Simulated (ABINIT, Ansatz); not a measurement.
Records of electronic-structure calculations.

```xyz
4
Lattice="3.141 0.000 0.000 0.000 3.141 0.000 0.000 0.000 4.424" Properties=species:S:1:pos:R:3 pbc="T T T" subject="AlGaN2 (P-4m2): G0W0 with ABINIT, start to end" method="RPA screening on LDA, plane waves, norm-conserving pseudopotentials (and 2 further levels or steps)" program="ABINIT 10.8.3" settings="cutoff 45 Ha, PseudoDojo scalar-relativistic 0.4.1 stringent, norm-conserving, ngkpt (4, 4, 2), nband 87, ecuteps 6.5 Ha, inclvkb 2, shiftk (0, 0, 0), symchi 1, awtr 1, frequency ppm, 4×4×2 k-mesh" cost="5 runs, 2.9 min in all on 4 MPI ranks of Arm Neoverse V1, shared host" notes="The cell and positions are those that the Materials Project relaxed with its own functionals (PBE, PBE+U or r2SCAN), kept fixed. Limits: no spin-orbit coupling. The 4×4×2 mesh is coarse for this cell, which bears on the long-range parts of exchange and screening." lda_gap="2.87 eV, direct" g0w0_gap_on_the_mesh="4.18 eV" gw_settings="4×4×2 mesh, 87 bands, screening to 176.9 eV, Godby-Needs plasmon pole" known_limits="short of the basis limit; no spin-orbit coupling; coarse k mesh"
Al    1.570    1.570    2.212
Ga    0.000    0.000    0.000
N     1.570    0.000    3.266
N     0.000    1.570    1.158
```

[Long decimals in the printed logs are rounded to 6 places.]

[Logs are printed without paths, hosts, clocks, repeated set-up lines and the standing remarks that a program may print on its own settings, such as how far it seeks lower states.]

[Paths, hosts, dates, memory and timing lines, banners, echoed tables and standing remarks are left out of the program output; an Ansatz launch command may be rebuilt from the run's recorded settings. Measured values are a selection of at most five: reports struck by readers or far from the other reports are left out. None is set beside runs whose start may be inverted or whose files or cutoffs have a known fault.]

[Runs of the session that timed out or met a known fault of the program may be left out.]

[Hosts, paths, dates, database ids (printed as entryN), source tags and the programs' standing remarks are cut or masked in the printed files.]

[G0W0 gaps are taken among the corrected bands and points alone; a level outside them can change the order at an edge.]

[Where Ansatz stands beside ABINIT at settings called matched, ABINIT's density can come from a denser mesh and the files from another edition; pairs whose starting gaps differed by over 0.03 eV were left out, so agreement reads better than it is.]
